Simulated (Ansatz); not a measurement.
## CsNa (built on the sites of a database entry of LiAg): phonons and vibrational spectra

Aim: the phonons of CsNa (built on the sites of a database entry of LiAg) at a cell relaxed beforehand at this level. After the zone centre comes a 2×2×2 q mesh on a 8×8×8 k mesh.

Calculated with Ansatz 0.2.0; DFT PBEsol, scalar-relativistic, plane waves, PAW.

The structure was built from a prototype and need not be the compound's stable phase.

## Step 1: Set-up

The structure is cubic, space group Pm-3m (No. 221). Conventional cell: a = 5.096 Å, b = 5.096 Å, c = 5.096 Å, α = 90.00°, β = 90.00°, γ = 90.00°. Nearest to Cs lie 8 Na at 4.41 Å. Nearest to Na lie 8 Cs at 4.41 Å. Farther neighbours are not listed.

## Step 2: Linear response at the zone centre

The cell comes from relaxations at this level that are not shown. The zone centre comes first: it holds the modes that light can see, as far as symmetry allows. No field response is asked, since the mesh shows no gap.

Contents of input.yaml:

```yaml
crystal:
  lattice:
    - [5.0962465328, 0.0, 0.0]
    - [0.0, 5.0962465328, 0.0]
    - [0.0, 0.0, 5.0962465328]
  atoms:
    - { symbol: Cs, position: [0.0, 0.0, 0.0] }
    - { symbol: Na, position: [0.5, 0.5, 0.5] }
kpoints:
  mp_grid: { grid: [8, 8, 8] }
hamiltonian:
  xc: pbesol
scf:
  occupations: { method: methfessel_paxton, width: 0.15 }
output:
  eigenvalues: true
phonons:
  method: dfpt
```

Launch:

```console
$ ansatz run input.yaml --threads 4 --pin off --max-ram 7168MiB --backend cpu --events-out ev --progress --plain --runs-dir out
```

Numbers of over 12 decimals in the logs are rounded to 6 here.

Output:

```text
Engine: ansatz 0.2.0, aarch64-unknown-linux-gnu
Pseudopotentials: kind: paw
Pseudopotential: Cs, paw, valence charge 9, recommended cutoff 420 eV (normal), Cs.paw.azcp
Pseudopotential: Na, paw, valence charge 9, recommended cutoff 420 eV (normal), Na.paw.azcp
Functional definition: PBEsol
  exchange = pbesol_x
  correlation = pbesol_c
Crystal: 2 atoms, lattice volume = 132.358 Å³
Basis set: ecut = 420 eV, 2553 PW (Γ), exchange–correlation on 72×72×72 points (8 copies of the dense FFT grid, shifted against one another)
Bands: 13, of which v1, the nominal top of the filled ones, is band 9 counted from 1 (8 counted from 0)
Symmetry: 48 space group operations
k-points: 75 of 512 (irreducible under 8 space group operations, time reversal used)
Non-local potential: Cs, projectors of the file, l = 0: 3, l = 1: 2, l = 2: 2, l = 3: 2
Non-local potential: Na, projectors of the file, l = 0: 3, l = 1: 2, l = 2: 1
PAW form: soft (Blöchl's): semilocal exchange-correlation on the pseudo side does not see the compensation charge
PAW frozen core: Cs, regenerated for the run's functional, and the local potential with it (the file was generated under x = pbe(κ = 0.804, μ = 0.219515), c = pbe(β = 0.066725))
PAW frozen core: Na, regenerated for the run's functional, and the local potential with it (the file was generated under x = pbe(κ = 0.804, μ = 0.219515), c = pbe(β = 0.066725))
PAW one-centre angular grid: Cs, 194 points (default); XC on 64 Gauss nodes
PAW one-centre angular grid: Na, 110 points (default); XC on 64 Gauss nodes
Initial density: superposition of atomic densities (neutral atoms: chi_scale 0, normalization atom), corrected by the library's trained network
Initial wavefunctions: pseudopotential atomic-orbital guess
Functional: x = pbesol(κ = 0.804, μ = 0.123457), c = pbesol(β = 0.046)
SCF iter   1: F=—  HF=-7061.632274 eV  |F-HF|=—  |Δ(HF+E_count)|=         —  Δρ=1.66e-3  dr2=1.40e-2  ethr=1.77e-3  ⟨swp⟩=6.4  Hψ=6093  notcnv=0
preconditioner: auto → Kerker (q_TF=auto, 1.956 Å⁻¹)  [metal: Δε(μ)=0.082 eV  Ē_g=2.632 eV  σ=0.150 eV  W_gap=0.42  n_scr=18 (ndim 8)  ℏωp=4.6 eV  f_vac=0.000  D(μ)=0.88/eV (n_scr^D=0)]
SCF iter   2: F=—  HF=-7061.630934 eV  |F-HF|=—  |Δ(HF+E_count)|=   1.34e-3  S|Δr|=    0.00e0  Δρ=1.27e-3  dr2=9.42e-3  ethr=7.80e-5  ⟨swp⟩=1.0  Hψ=1575  notcnv=0
SCF iter   3: F=—  HF=-7061.628884 eV  |F-HF|=—  |Δ(HF+E_count)|=   2.05e-3  S|Δr|=    0.00e0  Δρ=5.82e-4  dr2=2.30e-3  ethr=5.24e-5  ⟨swp⟩=1.5  Hψ=1012  notcnv=0
SCF iter   4: F=—  HF=-7061.628284 eV  |F-HF|=—  |Δ(HF+E_count)|=   6.00e-4  S|Δr|=    0.00e0  Δρ=7.47e-4  dr2=2.82e-4  ethr=1.28e-5  ⟨swp⟩=2.0  Hψ=1589  notcnv=0
SCF iter   5: F=—  HF=-7061.628024 eV  |F-HF|=—  |Δ(HF+E_count)|=   2.60e-4  S|Δr|=    0.00e0  Δρ=9.88e-5  dr2=1.12e-5  ethr=1.56e-6  ⟨swp⟩=2.0  Hψ=1275  notcnv=0
SCF iter   6: F=—  HF=-7061.628034 eV  |F-HF|=—  |Δ(HF+E_count)|=   9.49e-6  S|Δr|=    0.00e0  Δρ=2.28e-5  dr2=1.13e-6  ethr=6.23e-8  ⟨swp⟩=2.9  Hψ=1560  notcnv=0
SCF iter   7: F=—  HF=-7061.628035 eV  |F-HF|=—  |Δ(HF+E_count)|=   1.54e-6  S|Δr|=    0.00e0  Δρ=9.93e-6  dr2=1.62e-7  ethr=6.30e-9  ⟨swp⟩=2.1  Hψ=1605  notcnv=0
SCF iter   8: F=—  HF=-7061.628035 eV  |F-HF|=—  |Δ(HF+E_count)|=   2.78e-8  S|Δr|=    0.00e0  Δρ=2.18e-6  dr2=4.80e-9  ethr=8.99e-10  ⟨swp⟩=3.0  Hψ=1697  notcnv=0
SCF iter   9: F=—  HF=-7061.628035 eV  |F-HF|=—  |Δ(HF+E_count)|=  4.64e-11  S|Δr|=    0.00e0  Δρ=3.31e-7  dr2=1.42e-10  ethr=2.67e-11  ⟨swp⟩=2.0  Hψ=1652  notcnv=0
SCF iter  10: F=-7061.628035 eV  HF=-7061.628035 eV  |F-HF|=8.19e-12  |Δ(HF+E_count)|=  8.28e-11  S|Δr|=    0.00e0  Δρ=5.69e-8  dr2=5.69e-12  ethr=1.00e-12  ⟨swp⟩=4.1  Hψ=4804  notcnv=0
SCF 1 converged in 10 iterations: F = -7061.628035 eV  dr2 = 5.69e-12
  greatest PAW one-centre occupation: 0.999 electrons in one spin orbital (limit 2), on the Na atom at site 1 (counted from 0), in its partial waves of l = 0
DFPT response loops at Γ: preconditioner auto → Kerker (q_TF=auto, 1.956 Å⁻¹) (partly filled bands, converged f_vac=0.000); β = 1.00, the filter's whole step (`scf.mixing.beta` (0.50) is not read by the response loops under this deck's `scf.mixing.preconditioner`; to damp them name `kerker` or `kerker_dos`, under which they read `scf.mixing.beta`, and type it under 1.00, their step now; both keys bind the ground state too); Broyden in place of MSR1
SCF converged after 10 iterations
Stability not checked: this state was not tested for a lower state beside it, because cold or Methfessel-Paxton smearing, or corrected tetrahedra, fill the levels in a way that the test cannot read (fill_not_monotonic; see scf.lower_state_search)
Free energy (F): -7061.628035 eV
Harris-Foulkes:  -7061.628035 eV  (|F-HF|=8.19e-12)
Internal energy: -7061.628316 eV  (E = F + TS)
E sigma→0 (E₀):  -7061.628106 eV
Entropy (-TS):   0.000281 eV (0.141 meV/atom)
Fermi energy:    2.412277 eV
--- Per-component energies (eV) ---
  E_band       = -320.808496
  E_kinetic    = 261.586093
  E_local      = -1887.525641  (includes V_loc(G=0)·N_el)
  E_nonlocal   = 147.074421
  E_hartree    = 696.147266
  E_xc         = -209.156600
  E_vxc        = -173.233090  (∫ρ·V_xc dr)
  E_paw        = -5237.046080  (= ΣΔE_a)
  E_vpaw       = -61.004823  (= ΣTr[D̂ρ^β])
  E_aug_tail   = -0.000025  (compensation charges beyond the density's cutoff)
  E_ewald      = -832.906604
  E_core_change = 0.198854  (= ΣΔE_core)
  E_smearing   = 0.000281  (= −TS)
  E_closure    = 0.000000  (closes the sum)
  Σ components = -7061.628035   (vs F -7061.628035, Δ=0.00e0)
--- Band table (eV; the first three rows and the last of 75) ---
  k-point 0: bands = [... 5 lower, -7.6857, -7.6857, -7.6857, 0.2626, 3.9144, 3.9144, 6.2291, 6.2291]
  k-point 1: bands = [... 5 lower, -7.7093, -7.6836, -7.6836, 0.3827, 3.8279, 3.9804, 5.9053, 5.9053]
  k-point 2: bands = [... 5 lower, -7.7653, -7.6786, -7.6786, 0.7259, 3.3961, 4.1647, 5.4733, 5.4733]
  k-point 74: bands = [... 5 lower, -7.7981, -7.7981, -7.7981, 3.0820, 3.0820, 3.0820, 4.1597, 5.8028]
--- Phonons (Γ-DFPT): 2 representative perturbations + reference, on 75 of 512 k-points (Σ response iterations 6) ---
  k mesh reduced under 8 symmetry operations, with k and −k counted as one. Each operation leaves every solved perturbation unchanged. A smaller set is not used because it would not reduce the number of displacements times k-points to solve
  ASR residual: 1.153e-5 → 0.000e0 eV/Å²; symmetrization residual: 1.141e-5 eV/Å²
  ASR residual per site (eV/Å²): 4.12e-7 1.15e-5
  Γ frequencies (cm⁻¹): 0.00 0.00 0.00 79.77 79.77 79.77
  non-analytic LO–TO correction: not included (Born effective charges unavailable; polar crystals: no LO–TO splitting at Γ)
```

The job ended after 8.8 s (4 threads of Arm Neoverse V2, shared host; peak memory 0.74 GiB).

Numbers from this step:

* volume per atom: 66.18 Å³
* gap on the k-mesh: 0 eV
* sum-rule residual before enforcement: 1.15e-5 eV/Å²
* point group: m-3m
* highest optical mode at the zone centre (no LO-TO term): 79.77 cm⁻¹
* lowest optical zone-centre mode: 79.77 cm⁻¹

Patterns of degenerate modes are one choice out of their space. Modes at Γ, with each element's share of the kinetic energy:

```
mode  frequency (cm⁻¹)  symmetry  Cs %  Na %
   1               0.0  acoustic    85    15
   2               0.0  acoustic    85    15
   3               0.0  acoustic    85    15
   4              79.8       T1u    15    85
   5              79.8       T1u    15    85
   6              79.8       T1u    15    85
```

Displacements in mode 6 (79.8 cm⁻¹), the largest set to 1:
```
Cs1  0.00  0.00 -0.17
Na2  0.00  0.00  1.00
```

Before it was imposed, the acoustic sum rule was missed by 1.2e-5 eV/Å². Small misses are needed for a sound result but don't prove that mesh and cutoff are converged. The lowest optical mode is real, 79.8 cm⁻¹.

[end of part 1 of 2]

[Logs are printed without paths, hosts, clocks, repeated set-up lines and the standing remarks that a program may print on its own settings, such as how far it seeks lower states.]

[Hosts, paths, dates, database ids (printed as entryN), source tags and the programs' standing remarks are cut or masked in the printed files.]
